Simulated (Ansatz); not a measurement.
# Quasi-harmonic thermodynamics of KF (Carobbiite, Fm-3m)

How much does KF (Carobbiite) expand with temperature?

What experiment has found for this phase:
- volume expansion coefficient 104.4 1e-6/K and heat capacity C_P per formula unit 49 J/mol/K near room temperature (given in “High-Throughput Prediction of Finite-Temperature Properties using the Quasi-Harmonic Approximation”, 2016, arXiv:1603.06924)
- volume expansion coefficient 95.1 1e-6/K near room temperature (given in “Descriptors for thermal expansion in solids”, 2017, arXiv:1701.03966)

Calculated with Ansatz 0.2.0; DFT PBE, scalar-relativistic, plane waves, PAW, in the first sound run; inputs show where later runs differ.

### Step 1. Set-up

Symmetry: Fm-3m, No. 225, cubic system. Conventional cell: a = 5.344 Å, b = 5.344 Å, c = 5.344 Å, α = 90.00°, β = 90.00°, γ = 90.00°. K has 6 F at 2.67 Å nearest. Nearest to F lie 6 K at 2.67 Å. Farther neighbours and most contacts between anions are not listed.

### Step 2. A first coarse run

A cheap single point shows whether the cell is a metal or an insulator and how far it is from rest; that sets the k-mesh and the occupations of what follows.

Contents of input.yaml:

```yaml
crystal:
  lattice:
    - [0.0, 2.67185, 2.67185]
    - [2.67185, 0.0, 2.67185]
    - [2.67185, 2.67185, 0.0]
  atoms:
    - { symbol: K, position: [0.0, 0.0, 0.0] }
    - { symbol: F, position: [0.5, 0.5, 0.5] }
kpoints:
  mp_grid: { grid: [6, 6, 6] }
hamiltonian:
  xc: pbe
scf:
  occupations: { method: gaussian, width: 0.1 }
output:
  forces: true
  stress: true
  eigenvalues: true
```

Command:

```sh
$ ansatz run input.yaml --threads 4 --pin off --max-ram 8192MiB --backend cpu --events-out ev --progress --plain --runs-dir out
```

Numbers of over 12 decimals in the logs are rounded to 6 here.

The program printed:

```text
Engine: ansatz 0.2.0, aarch64-unknown-linux-gnu
Pseudopotentials: kind: paw
Pseudopotential: K, paw, valence charge 9, recommended cutoff 420 eV (normal), K.paw.azcp
Pseudopotential: F, paw, valence charge 7, recommended cutoff 420 eV (normal), F.paw.azcp
Functional definition: PBE
  parameter kappa = 0.804
  parameter beta = 0.066725
  exchange = pbe_x(kappa = kappa, mu = beta*pi^2/3)
  correlation = pbe_c(beta = beta)
Crystal: 2 atoms, lattice volume = 38.148 Å³
Basis set: ecut = 420 eV, 725 PW (Γ), exchange–correlation on 54×54×54 points (8 copies of the dense FFT grid, shifted against one another)
Bands: 12, of which v1, the nominal top of the filled ones, is band 8 counted from 1 (7 counted from 0)
Symmetry: 48 space group operations
Space group: Fm-3m (ITA 225), of the structure as read, at distance tolerance 3.4e-5 Å
k-points: 16 of 216
Non-local potential: K, projectors of the file, l = 0: 3, l = 1: 2, l = 2: 2
Non-local potential: F, projectors of the file, l = 0: 2, l = 1: 2, l = 2: 1
PAW form: soft (Blöchl's): semilocal exchange-correlation on the pseudo side does not see the compensation charge
PAW one-centre angular grid: K, 110 points (default); XC on 64 Gauss nodes
PAW one-centre angular grid: F, 110 points (default); XC on 64 Gauss nodes
Initial density: superposition of atomic densities (neutral atoms: chi_scale 0, normalization atom), corrected by the library's trained network
Initial wavefunctions: pseudopotential atomic-orbital guess
Functional: x = pbe(κ = 0.804, μ = 0.219515), c = pbe(β = 0.066725)
SCF iter   1: F=—  HF=-2348.796118 eV  |F-HF|=—  |Δ(HF+E_count)|=         —  Δρ=6.44e-4  dr2=7.27e-5  ethr=1.77e-3  ⟨swp⟩=5.5  Hψ=1178  notcnv=0
preconditioner: auto → none  [insulator: Δε(μ)=6.179 eV  Ē_g=17.604 eV  σ=0.100 eV  W_gap=1.00  n_scr=14 (ndim 8)  ℏωp=22.5 eV  f_vac=0.122  D(μ)=0.00/eV (n_scr^D=0)  ε∞_Penn≈2.6]
SCF iter   2: F=—  HF=-2348.796082 eV  |F-HF|=—  |Δ(HF+E_count)|=   3.58e-5  Δρ=9.96e-4  dr2=2.88e-4  ethr=4.54e-7  ⟨swp⟩=2.3  Hψ=459  notcnv=0
SCF iter   3: F=—  HF=-2348.796035 eV  |F-HF|=—  |Δ(HF+E_count)|=   4.71e-5  Δρ=4.09e-4  dr2=5.48e-5  ethr=4.54e-7  ⟨swp⟩=2.0  Hψ=304  notcnv=0
SCF iter   4: F=—  HF=-2348.796061 eV  |F-HF|=—  |Δ(HF+E_count)|=   2.55e-5  Δρ=2.04e-4  dr2=1.07e-5  ethr=3.43e-7  ⟨swp⟩=2.0  Hψ=304  notcnv=0
SCF iter   5: F=—  HF=-2348.796062 eV  |F-HF|=—  |Δ(HF+E_count)|=   1.16e-6  Δρ=1.42e-4  dr2=5.62e-6  ethr=6.71e-8  ⟨swp⟩=1.0  Hψ=192  notcnv=0
SCF iter   6: F=—  HF=-2348.796061 eV  |F-HF|=—  |Δ(HF+E_count)|=   9.67e-7  Δρ=7.16e-5  dr2=1.49e-6  ethr=3.51e-8  ⟨swp⟩=1.0  Hψ=192  notcnv=0
SCF iter   7: F=-2348.796060 eV  HF=-2348.796060 eV  |F-HF|=2.94e-8  |Δ(HF+E_count)|=   3.55e-7  Δρ=1.08e-5  dr2=3.48e-8  ethr=6.25e-10  ⟨swp⟩=3.0  Hψ=705  notcnv=0
SCF 1 converged in 7 iterations: F = -2348.796060 eV  dr2 = 3.48e-8
  greatest PAW one-centre occupation: 0.988 electrons in one spin orbital (limit 2), on the K atom at site 0 (counted from 0), in its partial waves of l = 0
SCF converged after 7 iterations
Free energy (F): -2348.796060 eV
Harris-Foulkes:  -2348.796060 eV  (|F-HF|=2.94e-8)
Internal energy: -2348.796060 eV  (E = F + TS)
E sigma→0 (E₀):  -2348.796060 eV
Fermi energy:    4.553024 eV
--- Per-component energies (eV) ---
  E_band       = -125.163382
  E_kinetic    = 462.340393
  E_local      = -1111.070719  (includes V_loc(G=0)·N_el)
  E_nonlocal   = 85.954198
  E_hartree    = 400.710060
  E_xc         = -216.471917
  E_vxc        = -269.093073  (∫ρ·V_xc dr)
  E_paw        = -982.198204  (= ΣΔE_a)
  E_vpaw       = -94.711530  (= ΣTr[D̂ρ^β])
  E_aug_tail   = 0.002067  (compensation charges beyond the density's cutoff)
  E_ewald      = -988.061939
  E_smearing   = -0.000000  (= −TS)
  E_closure    = 0.000000  (closes the sum)
  Σ components = -2348.796060   (vs F -2348.796060, Δ=0.00e0)
--- Forces (eV/Å), atoms counted from 1 ---
  atom   1  K     -0.00000000     0.00000000     0.00000000
  atom   2  F      0.00000000    -0.00000000     0.00000000
  max |Σ_I F_I| component: 2.02e-29 eV/Å
--- Stress (GPa, compression-positive) ---
        1.380332       0.000000      -0.000000
        0.000000       1.380332      -0.000000
       -0.000000      -0.000000       1.380332
  P = ⅓ Tr σ = 1.3803 GPa (13.803 kbar)
--- Band table (eV; the first three rows and the last of 16) ---
  k-point 0: bands = [... 4 lower, -7.9124, 1.4613, 1.4613, 1.4613, 7.6430, 12.1368, 12.1368, 12.1368]
  k-point 1: bands = [... 4 lower, -7.9217, 1.2296, 1.3715, 1.3715, 8.3847, 11.7593, 12.4903, 12.4903]
  k-point 2: bands = [... 4 lower, -7.9400, 0.8412, 1.1979, 1.1979, 9.9348, 11.5483, 13.1931, 13.1931]
  k-point 15: bands = [... 4 lower, -8.0310, 1.1429, 1.2689, 1.3429, 10.4143, 12.0808, 12.4002, 14.8955]
```

The job ended after 0.53 s (4 threads of Arm Neoverse N1, shared host; peak memory 0.26 GiB).

This step gave:

- pressure: 1.380 GPa
- gap on the k-mesh: 6.182 eV
- volume per atom: 19.07 Å³

The start is under 1.4 GPa at this level and looks like an insulator or semiconductor on this mesh.

### Step 3. Finding the static equilibrium

The vibrations must be taken about the equilibrium of this functional, not about the starting cell, so the structure is relaxed.

input.yaml, the sections that differ from step 2:

```yaml
kpoints:
  mp_grid: { grid: [8, 8, 8] }
scf:
  occupations: { method: gaussian, width: 0.02 }
relax:
  adjacent_minimum: "off"
  f_tol: 0.005
  max_steps: 80
  cell: { stress_tol: 0.05 }
# crystal, hamiltonian, output: as in step 2
```

The program printed:

```text
[...]
Crystal: 2 atoms, lattice volume = 38.148 Å³
Basis set: ecut = 420 eV, 725 PW (Γ), exchange–correlation on 54×54×54 points (8 copies of the dense FFT grid, shifted against one another)
Bands: 12, of which v1, the nominal top of the filled ones, is band 8 counted from 1 (7 counted from 0)
Symmetry: 48 space group operations
[...]
k-points: 29 of 512
[...]
SCF iter   1: F=—  HF=-2348.796170 eV  |F-HF|=—  |Δ(HF+E_count)|=         —  Δρ=6.33e-4  dr2=7.12e-5  ethr=1.77e-3  ⟨swp⟩=6.1  Hψ=2282  notcnv=0
[...]
SCF iter   8: F=-2348.796122 eV  HF=-2348.796122 eV  |F-HF|=6.81e-9  |Δ(HF+E_count)|=   2.95e-8  Δρ=5.08e-6  dr2=7.90e-9  ethr=6.25e-10  ⟨swp⟩=4.6  Hψ=1295  notcnv=0
SCF 1 converged in 8 iterations: F = -2348.796122 eV  dr2 = 7.90e-9
[...]
relax step   1: F+E_penalty+E_count = -2348.79612162 eV  Δ(F+E_penalty+E_count) = +0.000e0 eV  max|allowed force component| = 8.086e-30 eV/Å  Δτ_max = 0.0000 Å  P = +1.382 GPa  Ω = 38.148 Å³  (8 SCF iters, dr2 threshold 1.00e-7 eV, accepted)
Crystal: 2 atoms, lattice volume = 39.750 Å³
Basis set: ecut = 420 eV, 749 PW (Γ), exchange–correlation on 54×54×54 points (8 copies of the dense FFT grid, shifted against one another)
[...]
iter 1 solved again at ethr=3.11e-5 eV; its pass at ethr=3.10e-3 eV (dr2=4.97e-3 eV) is discarded
[...]
SCF iter   5: F=-2348.799130 eV  HF=-2348.799130 eV  |F-HF|=2.05e-7  |Δ(HF+E_count)|=   3.18e-6  Δρ=1.86e-5  dr2=9.31e-8  ethr=1.25e-9  ⟨swp⟩=3.4  Hψ=1709  notcnv=0
SCF 2 converged in 5 iterations: F = -2348.799130 eV  dr2 = 9.31e-8
[...]
relax step   2: F+E_penalty+E_count = -2348.79913018 eV  Δ(F+E_penalty+E_count) = -3.009e-3 eV  max|allowed force component| = 1.262e-28 eV/Å  Δτ_max = 0.0000 Å  P = -0.146 GPa  Ω = 39.750 Å³  energy of the carried Pulay correction = -2.957e-3 eV  (5 SCF iters, dr2 threshold 2.00e-7 eV, accepted)
Crystal: 2 atoms, lattice volume = 39.591 Å³
[...]
SCF iter   4: F=-2348.799495 eV  HF=-2348.799495 eV  |F-HF|=5.59e-9  |Δ(HF+E_count)|=   2.94e-7  Δρ=1.41e-5  dr2=2.89e-8  ethr=3.35e-10  ⟨swp⟩=2.6  Hψ=1281  notcnv=0
SCF 3 converged in 4 iterations: F = -2348.799495 eV  dr2 = 2.89e-8
relax step   3: F+E_penalty+E_count = -2348.79949452 eV  Δ(F+E_penalty+E_count) = -3.643e-4 eV  max|allowed force component| = 8.433e-30 eV/Å  Δτ_max = 0.0000 Å  P = -0.006 GPa  Ω = 39.591 Å³  energy of the carried Pulay correction = -2.668e-3 eV  (4 SCF iters, dr2 threshold 5.36e-8 eV, accepted)
[...]
relax step   4: F+E_penalty+E_count = -2348.80283211 eV  Δ(F+E_penalty+E_count) = -3.338e-3 eV  max|allowed force component| = 9.729e-30 eV/Å  Δτ_max = 0.0000 Å  P = +0.172 GPa  Ω = 39.591 Å³  stress off target by 1.72e-1 GPa  SCF on the basis re-selected at this cell (its energy is not comparable with the rows above)  (6 SCF iters)
[...]
relax step   5: F+E_penalty+E_count = -2348.80259635 eV  Δ(F+E_penalty+E_count) = +2.358e-4 eV  max|allowed force component| = 8.308e-30 eV/Å  Δτ_max = 0.0000 Å  P = +0.026 GPa  Ω = 39.777 Å³  energy of the carried Pulay correction = -3.504e-4 eV  (4 SCF iters, dr2 threshold 7.40e-8 eV, accepted)
[...]
SCF iter   1: F=—  HF=-2348.802984 eV  |F-HF|=—  |Δ(HF+E_count)|=         —  Δρ=3.16e-5  dr2=9.44e-8  ethr=1.47e-6  ⟨swp⟩=2.3  Hψ=3025  notcnv=0
eigensolver tolerance schedule: the retry pair's looser diagonalisation over-reported the residual by 2483.82 of it (diagonalisation noise at an unbounded share of the residual, at the tolerance the schedule requests for it); recorded, not acted on — ethr = c·dr2/N_el stays at c = 1.0e-1
[...]
SCF iter   2: F=—  HF=-2348.802971 eV  |F-HF|=—  |Δ(HF+E_count)|=   1.28e-5  Δρ=1.91e-5  dr2=8.80e-8  ethr=5.90e-10  ⟨swp⟩=2.1  Hψ=587  notcnv=0
[...]
SCF iter   6: F=-2348.802971 eV  HF=-2348.802971 eV  |F-HF|=2.73e-12  |Δ(HF+E_count)|=  5.59e-11  Δρ=4.87e-8  dr2=4.27e-13  ethr=1.00e-12  ⟨swp⟩=4.0  Hψ=1550  notcnv=0
SCF 6 converged in 6 iterations: F = -2348.802971 eV  dr2 = 4.27e-13
relax step   6: F+E_penalty+E_count = -2348.80297140 eV  Δ(F+E_penalty+E_count) = -3.750e-4 eV  max|allowed force component| = 7.724e-30 eV/Å  Δτ_max = 0.0000 Å  P = +0.034 GPa  Ω = 39.777 Å³  stress off target by 3.41e-2 GPa  SCF on the basis re-selected at this cell (its energy is not comparable with the rows above)  (6 SCF iters)
[...]
SCF converged after 6 iterations
Free energy (F): -2348.802971 eV
[...]
Internal energy: -2348.802971 eV  (E = F + TS)
E sigma→0 (E₀):  -2348.802971 eV
Fermi energy:    4.163015 eV
[...]
--- Stress (GPa, compression-positive) ---
        0.034071      -0.000000      -0.000000
        0.000000       0.034071       0.000000
       -0.000000       0.000000       0.034071
  P = ⅓ Tr σ = 0.0341 GPa (0.341 kbar)
--- Band table (eV; the first three rows and the last of 29) ---
  k-point 0: bands = [... 4 lower, -8.3421, 1.1798, 1.1798, 1.1798, 7.1462, 11.7353, 11.7353, 11.7353]
  k-point 1: bands = [... 4 lower, -8.3472, 1.0476, 1.1317, 1.1317, 7.5630, 11.4920, 11.9320, 11.9320]
  k-point 2: bands = [... 4 lower, -8.3594, 0.7685, 1.0190, 1.0190, 8.6119, 11.1394, 12.4144, 12.4144]
  k-point 28: bands = [... 4 lower, -8.4237, 0.8058, 1.0063, 1.0063, 10.7715, 10.7715, 12.1373, 14.2179]
--- Relaxed structure (4 steps of the walk, 4 accepted, 2 SCFs on fresh bases) ---
  F+E_penalty+E_count = -2348.80297140 eV   max|allowed force component| = 7.724e-30 eV/Å   (the final SCF, on the basis selected at the relaxed cell)
  cell:  # Å, volume = 39.7771 Å³
    - [0, 2.709366, 2.709366]
    - [2.709366, 0, 2.709366]
    - [2.709366, 2.709366, 0]
  atoms:
    - { symbol: K, position: [0, 0, 0] }
    - { symbol: F, position: [0.5, 0.5, 0.5] }
```

Elapsed: 3.8 s, on 4 threads; peak memory 0.29 GiB; 11 s of CPU time.

The steps of the relaxation:

```
step  energy less that of the first step (eV)  largest force component (eV/Å)  pressure (GPa)  volume (Å³)
   1                                   0.0000                          0.0000            1.38        38.15
   2                                  -0.0030                          0.0000           -0.15        39.75
   3                                  -0.0034                          0.0000           -0.01        39.59
  4*                                  -0.0067                          0.0000            0.17        39.59
   5                                  -0.0065                          0.0000            0.03        39.78
  6*                                  -0.0068                          0.0000            0.03        39.78
```

Relaxation steps marked * repeat the geometry before them on a plane-wave basis chosen anew for their cell, so energy and pressure can jump there.

Forces are held to the 48 operations that the run works with; a distortion that breaks them can't arise in this run.

```
conventional cell, symmetrised  before  after  change
                         a (Å)   5.344  5.419  +1.4 %
                         b (Å)   5.344  5.419  +1.4 %
                         c (Å)   5.344  5.419  +1.4 %
              volume (Å³/atom)   19.07  19.89  +4.3 %
```

The relaxed structure:

```xyz
2
Lattice="0.0000 2.7094 2.7094 2.7094 0.0000 2.7094 2.7094 2.7094 0.0000" Properties=species:S:1:pos:R:3 pbc="T T T"
K     0.0000    0.0000    0.0000
F     2.7094    2.7094    2.7094
```

This step gave:

| Item | Value |
| --- | --- |
| pressure | 0.03407 GPa |
| gap on the k-mesh | 5.966 eV |
| volume per atom | 19.89 Å³ |

The relaxation ends with a pressure of 0.03 GPa.

### Step 4. Relaxing to small residual forces and stress

The relaxation is repeated with tighter thresholds on force and stress, since phonons are sensitive to what is left; a change of mesh or smearing in the input moves the cell too.

input.yaml, the sections that differ from step 3:

```yaml
crystal:
  lattice:
    - [0.0, 2.7093664388, 2.7093664388]
    - [2.7093664388, 0.0, 2.7093664388]
    - [2.7093664388, 2.7093664388, 0.0]
  atoms:
    - { symbol: K, position: [0.0, 0.0, 0.0] }
    - { symbol: F, position: [0.5, 0.5, 0.5] }
scf:
  occupations: { method: fixed }
relax:
  adjacent_minimum: "off"
  f_tol: 0.001
  max_steps: 60
  cell: { stress_tol: 0.01 }
# kpoints, hamiltonian, output: as in step 3
```

The program printed:

```text
[...]
Crystal: 2 atoms, lattice volume = 39.777 Å³
Basis set: ecut = 420 eV, 749 PW (Γ), exchange–correlation on 54×54×54 points (8 copies of the dense FFT grid, shifted against one another)
Bands: 12, of which v1, the nominal top of the filled ones, is band 8 counted from 1 (7 counted from 0)
Symmetry: 48 space group operations
[...]
k-points: 29 of 512
[...]
k-point 28: bands = [... 4 lower, -8.4349, 0.7993, 0.9987, 0.9987, 10.7602, 10.7602, 12.1238, 14.2024]
--- Relaxed structure (2 steps of the walk, 2 accepted, 1 SCFs on fresh bases) ---
[...]
cell:  # Å, volume = 39.8217 Å³
    - [0, 2.710378, 2.710378]
    - [2.710378, 0, 2.710378]
    - [2.710378, 2.710378, 0]
  atoms:
    - { symbol: K, position: [0, 0, 0] }
    - { symbol: F, position: [0.500000, 0.500000, 0.500000] }
[key lines of the parts left out:]
SCF converged after 8 iterations
Free energy (F): -2348.802966 eV
Fermi energy:    1.172489 eV
P = ⅓ Tr σ = 0.0016 GPa (0.016 kbar)
```

Elapsed: 2 s, on 4 threads; peak memory 0.29 GiB; 6 s of CPU time.

Little changed from the start: no atom moved by 0.005 Å and no cell edge by 0.1 %.

This step gave:

| Quantity | Value |
| --- | --- |
| pressure | 0.001586 GPa |
| gap on the k-mesh | 5.961 eV |
| volume per atom | 19.91 Å³ |

The residual pressure is 0.0016 GPa, small enough for phonons.

(Part 1 of 3 ends here.)

[Logs are printed without paths, hosts, clocks, repeated set-up lines and the standing remarks that a program may print on its own settings, such as how far it seeks lower states.]

[Hosts, paths, dates, database ids (printed as entryN), source tags and the programs' standing remarks are cut or masked in the printed files.]

[A step with changed settings may run another functional than the one named; its input shows which.]
